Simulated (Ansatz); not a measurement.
# A defect in a wire: Ta wire along [111], 4 atoms a period, vacancy of one Ta

Wanted: the relaxed defect and the transmission past it, beside the channels of the perfect wire.

Main program and level: Ansatz 0.2.0; DFT PBE, plane waves, PAW; relaxation of a wire's period, in the first sound run; inputs show where later runs differ.

Report form: the programs' logs are mostly left out.

## Step 1: Set-up

The cell holds 4 atoms: 4 Ta. Cell: a = 11.495 Å, b = 9.511 Å, c = 2.875 Å, α = 90.0°, β = 90.0°, γ = 90.0°. Vacuum lies along a and b. The structure's axis is c.

## Step 2: Relaxing the period

Band widths follow the bond lengths, so the wire is relaxed first. The atoms and the third cell vector are free; the box across stays fixed as vacuum. A Fermi-Dirac smearing is set since the result may be a metal. The pressure printed is a third of the stress's trace over the whole box, vacuum included; only the stress along the axis is relaxed.

Contents of input.yaml:

```yaml
crystal:
  lattice:
    - [11.495, 0.0, 0.0]
    - [0.0, 9.511, 0.0]
    - [0.0, 0.0, 2.8752043406]
  atoms:
    - { symbol: Ta, position: [0.295780774, 0.499987838, 0.0] }
    - { symbol: Ta, position: [0.500008222, 0.357480812, 0.333333333] }
    - { symbol: Ta, position: [0.500008222, 0.642494864, 0.666666667] }
    - { symbol: Ta, position: [0.70423567, 0.499987838, 0.0] }
kpoints:
  mp_grid: { grid: [1, 1, 28] }
scf:
  occupations: { method: fermi_dirac, width: 0.05 }
hamiltonian:
  xc: pbe
relax:
  cell: { fix: [a, b, alpha, beta, gamma] }
  max_steps: 60
```

Launch:

```bash
$ ansatz run input.yaml --threads 4 --pin off --max-ram 16384MiB --backend cpu --events-out ev --progress --plain --runs-dir out
```

The job ended after 52 s (4 threads of Arm Neoverse V1, shared host; peak memory 0.69 GiB; 3.3 min of CPU time).

Step by step:

| step | energy less that of the first step (eV) | largest force component (eV/Å) | pressure (GPa) | volume (Å³) |
| --- | --- | --- | --- | --- |
| 1 | 0.0000 | 2.4105 | -5.58 | 314.34 |
| 2 | -1.0367 | 1.3410 | 0.21 | 305.37 |
| 3 | -1.2067 | 0.3286 | -0.51 | 301.04 |
| 4 | -1.2601 | 0.1363 | -0.51 | 296.87 |
| 5 | -1.2726 | 0.0750 | 0.18 | 290.14 |
| 6 | -1.2800 | 0.1349 | 0.10 | 290.90 |
| 7 | -1.4049 | 0.4031 | -0.47 | 293.72 |
| 8 | -1.6170 | 0.4728 | -0.46 | 291.34 |
| 9 | -1.8807 | 0.1269 | 0.92 | 299.95 |
| 10 | -1.8999 | 1.5180 | 0.95 | 315.40 |
| 11 | -2.0986 | 0.6589 | -0.32 | 330.68 |
| 12 | -2.1487 | 0.1565 | -0.16 | 334.33 |
| 13 | -2.1558 | 0.0302 | 0.14 | 337.34 |
| 14 | -2.0743 | 1.1123 | 0.88 | 352.68 |
| 15 | -2.1649 | 0.1828 | -0.11 | 340.79 |
| 16 | -2.1718 | 0.1127 | -0.12 | 348.46 |
| 17 | -1.9584 | 1.6159 | 2.61 | 336.96 |
| 18 | -2.1739 | 0.1342 | -0.03 | 342.95 |
| 19 | -2.1775 | 0.0255 | -0.04 | 345.90 |
| 20 | -2.1776 | 0.0388 | -0.04 | 345.26 |
| 21 | -2.1777 | 0.0054 | -0.04 | 345.42 |
| 22* | -2.1823 | 0.0066 | -0.03 | 345.42 |

Relaxation steps marked * repeat the geometry before them on a plane-wave basis chosen anew for their cell, so energy and pressure can jump there. Relaxation steps 14, 17 were tried and not accepted.

The run keeps the 4 symmetry operations that it works with, so distortions that break them were not tested.

| cell as run | before | after | change |
| --- | --- | --- | --- |
| c (Å) | 2.875 | 3.159 | +9.9 % |

The atoms that moved most (Å, along periodic axes as changes of fractional coordinates times the final cell, across vacuum about the mean position):

| atom | dx | dy | dz | length |
| --- | --- | --- | --- | --- |
| Ta4 | -0.847 | 0.000 | 0.000 | 0.847 |
| Ta1 | 0.847 | 0.000 | 0.000 | 0.847 |
| Ta3 | 0.000 | 0.146 | -0.526 | 0.546 |
| Ta2 | 0.000 | -0.146 | 0.526 | 0.546 |

Final coordinates:

```xyz
4
Lattice="11.4950 0.0000 0.0000 0.0000 9.5110 0.0000 0.0000 0.0000 3.1594" Properties=species:S:1:pos:R:3
Ta    4.2471    4.7554    0.0000
Ta    5.7476    3.2538    1.5796
Ta    5.7476    6.2569    1.5798
Ta    7.2481    4.7554    0.0000
```

This step gave:

```yaml
energy_at_zero_smearing: -39721.1776 eV
cell_length_along_the_wire: 3.159 Å
```

The cell's length comes to 3.159 Å with spin left out. 2 contacts a cell pass between under 1.1 and over 1.27 times the sum of covalent radii, so the wire has rearranged from the shape that names it.

## Step 3: The perfect wire

This step: DFT PBE, plane waves, PAW; channels and complex bands of a perfect wire (Ansatz 0.2.0).

At the relaxed period the Bloch states of the perfect wire are found at each energy: those that move forward count the open channels, and those that decay describe how a disturbance dies away inside the wire itself. An energy step of 0.035 eV is under the 0.039 eV that the program asks for its thermal average at 300 K.

Contents of input.yaml:

```yaml
crystal:
  lattice:
    - [11.495, 0.0, 0.0]
    - [0.0, 9.511, 0.0]
    - [0.0, 0.0, 3.1594162099]
  atoms:
    - { symbol: Ta, position: [0.369471078, 0.499987838, 0.0] }
    - { symbol: Ta, position: [0.500008222, 0.342111337, 0.499977755] }
    - { symbol: Ta, position: [0.500008222, 0.657864339, 0.500022245] }
    - { symbol: Ta, position: [0.630545366, 0.499987838, 0.0] }
kpoints:
  mp_grid: { grid: [1, 1, 26] }
scf:
  occupations: { method: fermi_dirac, width: 0.05 }
hamiltonian:
  xc: pbe
output:
  transmission:
    e_range: [-1.26, 1.26]
    de: 0.035
    kmesh: [1, 1]
    reduced_basis: true
    leads: [[0, 0]]
basis:
  ecutwfc: "350 eV"
```

Run time: 81 s. Hardware: 4 threads; peak memory 1.2 GiB; 4.8 min of CPU time.

This step gave:

| Item | Value |
| --- | --- |
| energy at zero smearing | -39721.1618 eV |
| channels at the energy nearest the Fermi level, one spin | 3 |
| conductance of the lead as this run defines it | 3.210 G₀ |
| band gap | 0 eV |

The open channels of the lead, one spin by energy, zero at the Fermi level:

| energy (eV) | open channels of the lead, one spin |
| --- | --- |
| -1.190 | 7 |
| -1.085 | 6 |
| -1.015 | 5 |
| -0.910 | 4 |
| -0.805 | 4 |
| -0.700 | 4 |
| -0.595 | 4 |
| -0.490 | 4 |
| -0.385 | 4 |
| -0.315 | 3 |
| -0.210 | 3 |
| -0.105 | 3 |
| 0.000 | 3 |
| 0.105 | 5 |
| 0.210 | 5 |
| 0.315 | 5 |
| 0.385 | 5 |
| 0.490 | 5 |
| 0.595 | 5 |
| 0.700 | 6 |
| 0.805 | 4 |
| 0.910 | 7 |
| 1.015 | 5 |
| 1.085 | 6 |
| 1.190 | 6 |

The slowest values at each energy, most degenerate partners merged, listed up to 1.5 1/Å. Im kz of the slowest decaying states against energy, zero at the Fermi level:

| energy (eV) | decay 1 (Å⁻¹) | decay 2 (Å⁻¹) | decay 3 (Å⁻¹) | decay 4 (Å⁻¹) |
| --- | --- | --- | --- | --- |
| -1.190 | 0.175 | 0.178 | 0.523 | 0.575 |
| -1.015 | 0.0635 | 0.0921 | 0.187 | 0.190 |
| -0.805 | 0.0864 | 0.159 | 0.187 | 0.188 |
| -0.595 | 0.0786 | 0.179 | 0.183 | 0.207 |
| -0.385 | 0.0182 | 0.159 | 0.165 | 0.233 |
| -0.210 | 0.0805 | 0.0969 | 0.131 | 0.140 |
| 0.000 | 0.0631 | 0.0857 | 0.143 | 0.167 |
| 0.210 | 0.0875 | 0.173 | 0.209 | 0.230 |
| 0.385 | 0.111 | 0.191 | 0.209 | 0.231 |
| 0.595 | 0.102 | 0.150 | 0.166 | 0.209 |
| 0.805 | 0.0470 | 0.0526 | 0.0700 | 0.0722 |
| 1.015 | 0.0285 | 0.124 | 0.129 | 0.187 |
| 1.190 | 0.155 | 0.157 | 0.161 | 0.188 |

By hand: the program gives 2.2752 × 10^14 S/m² over the cell's cross-section of 109.33 Å² = 1.093 × 10^-18 m², so one cell conducts 2.487 × 10^-4 S. Divided by G0 = 2e²/h = 7.748 × 10^-5 S this is 3.21 G0, a resistance of 4.02 kΩ.

At the computed energy nearest the Fermi level there are 3 channels a spin, and the thermal average gives 3.21 G₀.

## Step 4: Relaxation of the scattering region

This step: DFT PBE, plane waves, PAW; relaxation of a junction in a wire, ends held (Ansatz 0.2.0).

System of this step: Ta wire along [111], 4 atoms a period, vacancy of one Ta. The cell holds 35 atoms: 35 Ta. Cell: a = 11.495 Å, b = 9.511 Å, c = 28.435 Å, α = 90.0°, β = 90.0°, γ = 90.0°. Regions: held atoms, 24 atoms (24 Ta); free atoms, 11 atoms (11 Ta). Vacuum lies along a and b. The structure's axis is c.

11 atoms at the defect are free to relax, while 24 stay where the perfect wire has them, so that the ends still repeat as a lead. The cutoff is set under the files' recommended one to save time.

Contents of input.yaml:

```yaml
crystal:
  lattice:
    - [11.495, 0.0, 0.0]
    - [0.0, 9.511, 0.0]
    - [0.0, 0.0, 28.4347458894]
  atoms:
    - { symbol: Ta, position: [0.369471078, 0.499987838, 0.0] }
    - { symbol: Ta, position: [0.500008222, 0.342111337, 0.055553084] }
    - { symbol: Ta, position: [0.500008222, 0.657864339, 0.055558027] }
    - { symbol: Ta, position: [0.630545366, 0.499987838, 0.0] }
    - { symbol: Ta, position: [0.369471078, 0.499987838, 0.111111111] }
    - { symbol: Ta, position: [0.500008222, 0.342111337, 0.166664195] }
    - { symbol: Ta, position: [0.500008222, 0.657864339, 0.166669138] }
    - { symbol: Ta, position: [0.630545366, 0.499987838, 0.111111111] }
[... 23 atom lines left out ...]
    - { symbol: Ta, position: [0.369471078, 0.499987838, 0.888888889] }
    - { symbol: Ta, position: [0.500008222, 0.342111337, 0.944441973] }
    - { symbol: Ta, position: [0.500008222, 0.657864339, 0.944446916] }
    - { symbol: Ta, position: [0.630545366, 0.499987838, 0.888888889] }
magnetization:
  spin_polarized: true
kpoints:
  mp_grid: { grid: [1, 1, 1] }
scf:
  occupations: { method: fermi_dirac, width: 0.1 }
hamiltonian:
  xc: pbe
relax:
  constraints:
    - { sites: [0, 1, 2, 3, 4, 5, 6, 7, 8, 9, 10, 11, 23, 24, 25, 26, 27, 28, 29, 30, 31, 32, 33, 34] }
  f_tol: 0.06
  max_steps: 35
basis:
  ecutwfc: "350 eV"
```

The job ended after 3 min (4 threads; peak memory 3.5 GiB; 12 min of CPU time).

Relaxation path:

| step | energy less that of the first step (eV) | largest force component (eV/Å) |
| --- | --- | --- |
| 1 | 0.0000 | 1.1799 |
| 2 | -0.0016 | 1.8137 |
| 3 | -0.2553 | 0.3424 |
| 4 | -0.2524 | 0.3985 |
| 5 | -0.2787 | 0.0521 |

Relaxation step 4 was tried and not accepted.

The atoms that moved most (Å):

| atom | dx | dy | dz | length |
| --- | --- | --- | --- | --- |
| Ta18 | 0.004 | 0.218 | 0.020 | 0.219 |
| Ta19 | -0.093 | 0.118 | 0.084 | 0.172 |
| Ta20 | 0.095 | 0.099 | -0.064 | 0.151 |
| Ta23 | -0.091 | 0.098 | -0.061 | 0.147 |
| Ta17 | 0.063 | 0.077 | 0.083 | 0.129 |
| Ta14 | -0.003 | 0.075 | 0.089 | 0.116 |
| Ta21 | 0.000 | 0.069 | -0.052 | 0.086 |
| Ta15 | 0.003 | 0.071 | -0.025 | 0.076 |

Numbers from this step:

```yaml
energy_at_zero_smearing: -347557.7315 eV
```

The largest force component on a free atom ends at 0.052 eV/Å, under the limit of 0.06. 

## Step 5: The open system

This step: DFT PBE, plane waves, PAW; transmission of a junction in a wire (Ansatz 0.2.0).

The cell is now read as a scatterer between two semi-infinite leads, named by two sites one period apart. The scattering states in its self-consistent potential are matched to the leads' states at each energy. One point across is taken, as for a wire in vacuum.

Contents of input.yaml:

```yaml
crystal:
  lattice:
    - [11.495, 0.0, 0.0]
    - [0.0, 9.511, 0.0]
    - [0.0, 0.0, 28.4347458894]
  atoms:
    - { symbol: Ta, position: [0.369471078, 0.499987838, 0.0] }
    - { symbol: Ta, position: [0.500008222, 0.342111337, 0.055553084] }
    - { symbol: Ta, position: [0.500008222, 0.657864339, 0.055558027] }
    - { symbol: Ta, position: [0.630545366, 0.499987838, 0.0] }
    - { symbol: Ta, position: [0.369471078, 0.499987838, 0.111111111] }
    - { symbol: Ta, position: [0.500008222, 0.342111337, 0.166664195] }
    - { symbol: Ta, position: [0.500008222, 0.657864339, 0.166669138] }
    - { symbol: Ta, position: [0.630545366, 0.499987838, 0.111111111] }
[... 23 atom lines left out ...]
    - { symbol: Ta, position: [0.369471078, 0.499987838, 0.888888889] }
    - { symbol: Ta, position: [0.500008222, 0.342111337, 0.944441973] }
    - { symbol: Ta, position: [0.500008222, 0.657864339, 0.944446916] }
    - { symbol: Ta, position: [0.630545366, 0.499987838, 0.888888889] }
kpoints:
  mp_grid: { grid: [1, 1, 3] }
scf:
  occupations: { method: fermi_dirac, width: 0.05 }
hamiltonian:
  xc: pbe
output:
  transmission:
    e_range: [-1.26, 1.26]
    de: 0.035
    kmesh: [1, 1]
    reduced_basis: true
    leads: [[31, 0]]
  dos: { projected: true, e_range: [-4, 3] }
  write_potential: true
  write_density: true
  volumetric_format: npy
  elf: true
basis:
  ecutwfc: "350 eV"
```

Run time: 7.2 min. Hardware: 4 threads; peak memory 4.9 GiB.

Numbers from this step:

```
energy at zero smearing                                      : -347557.5791 eV
transmission at the energy nearest the Fermi level, one spin : 1.615
step of the lead's Hamiltonian                               : 31.9 meV
conductance of the junction                                  : 1.589 G₀
```

Transmission, one spin against energy, zero at the Fermi level:

| energy (eV) | transmission, one spin |
| --- | --- |
| -1.26 | 2.96 |
| -1.19 | 3.00 |
| -1.12 | 2.86 |
| -1.05 | 1.93 |
| -0.98 | 2.35 |
| -0.91 | 2.07 |
| -0.84 | 1.84 |
| -0.77 | 1.53 |
| -0.70 | 1.50 |
| -0.63 | 1.57 |
| -0.59 | 1.52 |
| -0.53 | 1.33 |
| -0.46 | 0.926 |
| -0.39 | 0.387 |
| -0.32 | 1.02 |
| -0.24 | 1.75 |
| -0.17 | 1.86 |
| -0.10 | 0.914 |
| -0.04 | 1.47 |
| 0.00 | 1.62 |
| 0.04 | 1.67 |
| 0.07 | 2.25 |
| 0.10 | 1.62 |
| 0.17 | 2.57 |
| 0.24 | 2.92 |
| 0.32 | 3.04 |
| 0.39 | 3.13 |
| 0.46 | 3.21 |
| 0.49 | 3.23 |
| 0.53 | 3.21 |
| 0.59 | 3.00 |
| 0.63 | 2.81 |
| 0.70 | 2.37 |
| 0.77 | 2.05 |
| 0.84 | 1.62 |
| 0.91 | 3.55 |
| 0.98 | 3.20 |
| 1.05 | 3.11 |
| 1.12 | 3.56 |
| 1.19 | 3.70 |
| 1.26 | 3.30 |

Table of open channels of the lead, one spin by energy, zero at the Fermi level:

| energy (eV) | open channels of the lead, one spin |
| --- | --- |
| -1.26 | 7 |
| -1.19 | 7 |
| -1.12 | 6 |
| -1.05 | 5 |
| -0.98 | 4 |
| -0.91 | 4 |
| -0.84 | 4 |
| -0.77 | 4 |
| -0.70 | 4 |
| -0.63 | 4 |
| -0.59 | 4 |
| -0.53 | 4 |
| -0.46 | 4 |
| -0.39 | 4 |
| -0.32 | 3 |
| -0.24 | 2 |
| -0.17 | 3 |
| -0.10 | 3 |
| -0.04 | 3 |
| 0.00 | 3 |
| 0.04 | 3 |
| 0.10 | 3 |
| 0.17 | 5 |
| 0.24 | 5 |
| 0.32 | 5 |
| 0.39 | 5 |
| 0.46 | 5 |
| 0.53 | 5 |
| 0.59 | 5 |
| 0.63 | 5 |
| 0.70 | 6 |
| 0.77 | 4 |
| 0.84 | 3 |
| 0.91 | 7 |
| 0.98 | 7 |
| 1.05 | 6 |
| 1.12 | 6 |
| 1.19 | 6 |
| 1.26 | 6 |

Projected DOS an atom over height of the atomic layer and energy from the Fermi level.  broadened by a Gaussian of 0.15 eV, since few k-points sample the long cell.

Ten even steps from '_' (0.57 states/eV) to '@' (2.24 states/eV), each cell a mean:
```
------::------**==**==**------::----
++##++##****++**##%%####++****##++%%
######**####++++%%==%%++++####**####
++::==--====::::**::**::::==----==::
::--::--::::::..==--==..::::::--::--
------::--::==..--..--..==::--::----
::::::::--::::::--::==--::::--::::::
........::__..::==--==::..__::......
..__....____::--++--==--::____....__
..::....__::======::==----::__....::
========++++**++==--==++++++++======
%%%%@@@@@@@@%%##**######%%@@@@@@@@%%
@@@@@@@@@@%%****++##++****%%@@@@@@@@
------::--::::::--**--::::::::::----
..____......::====%%==--::......____
====++++==++++==------==++++==++++==
----------------::..::--------------
..............::::..::::............
__________........__........________
..........::::....__....::::........
::::::::::::::..______..::::::::::::
______........__________........____
```
Columns: height of the atomic layer (Å) from 0 to 26.9; rows upwards: energy from the Fermi level (eV) from -3.98 to 1.47.

Electrostatic potential energy in the ca plane at fractional y = 0.499, with atoms of Ta within 0.2 Å of it. With pseudopotentials it is smooth inside the atoms' cores, unlike the true potential.

Values in eV, 13 rows by 16 columns, each cell a mean:
```
  5   5   5   5   5   4   4   4   4   4   4   4   4   4   4   4
  4   4   4   4   4   4   4   4   4   4   4   4   4   4   4   4
  3   4   3   3   4   3   2   3   4   2   3   4   2   2   4   2
-10  -1  -1 -10  -1   0 -14  -5   1 -12  -7   1 -11  -9   1  -8
-56 -14 -15 -56 -14  -8 -57 -26  -5 -52 -34  -3 -46 -42  -2 -39
-37  -7  -8 -37  -8  -3 -30 -12  -1 -28 -16   0 -24 -21   0 -19
 -5   2   2  -6   0   0  -3   0   0  -2  -1   0  -2  -1   0  -1
-49 -11 -12 -49 -11  -5 -42 -18  -2 -38 -24  -1 -33 -30   0 -28
-47 -11 -12 -47 -11  -7 -50 -22  -4 -46 -29  -2 -40 -36  -1 -34
 -5   1   1  -4   1   1  -7  -2   2  -6  -3   2  -5  -4   2  -4
  3   4   4   3   4   4   3   3   4   3   3   4   3   3   4   3
  4   4   4   4   4   4   4   4   4   4   4   4   4   4   4   4
  5   5   5   5   5   5   4   4   4   4   4   4   4   4   4   4
```
Columns run along c (16.0 Å, from fractional 0.44 to 1.00 of the cell; values clipped at the 3rd and 97th percentile), rows up along a (11.5 Å). Atoms in or near the plane, at fractional coordinates: Ta at (0.45, 0.38), Ta at (0.45, 0.62), Ta at (0.55, 0.38), Ta at (0.55, 0.62), Ta at (0.67, 0.37), Ta at (0.67, 0.63), Ta at (0.78, 0.37), Ta at (0.78, 0.63), Ta at (0.89, 0.37), Ta at (0.89, 0.63).

ELF in the ca plane at fractional y = 0.499, with atoms of Ta within 0.2 Å of it. It is the smooth field of the valence electrons, not physical close to the nuclei.

Ten even steps from '0' (0.00) to '9' (0.69), each cell a mean:
```
00000000000000000000000000000000000000000000
00000000000000000000000000000000000000000000
00000000000000000000000000000000000000000000
00001110000011110000011100000011100000111100
10012321001123211000123210000123210001232210
10113531001234421000134320000134310001244210
33213531233234422343234312332134213431244223
99843534899624326999524338998324259997233279
74973438847934438628724349349535278269344396
86963537968736637879547538888457458787366378
67534643675457754454467754444577644544577544
55566566555676677545776676446766775457766765
44445654444566665434676664335666764335766653
88844644888447744776457645775467546774477447
73873538837835538738636449559446368478355387
97963437979824328849724349669424279588233397
77523532677424324887324326886234237884233258
11114531111234421111135411111134211111244211
10013431001234321000134320000133210001233210
00011211000122210000122210000122110000122100
00000000000011100000001100000001000000011000
00000000000000000000000000000000000000000000
00000000000000000000000000000000000000000000
00000000000000000000000000000000000000000000
```
Columns run along c (16.0 Å, from fractional 0.44 to 1.00 of the cell), rows up along a (11.5 Å). Atoms in or near the plane, at fractional coordinates: Ta at (0.45, 0.38), Ta at (0.45, 0.62), Ta at (0.55, 0.38), Ta at (0.55, 0.62), Ta at (0.67, 0.37), Ta at (0.67, 0.63), Ta at (0.78, 0.37), Ta at (0.78, 0.63), Ta at (0.89, 0.37), Ta at (0.89, 0.63).

(Part 1 of 2 ends here.)

[Logs are printed without paths, hosts, clocks, repeated set-up lines and the standing remarks that a program may print on its own settings, such as how far it seeks lower states.]

[Hosts, paths, dates, database ids (printed as entryN), source tags and the programs' standing remarks are cut or masked in the printed files.]
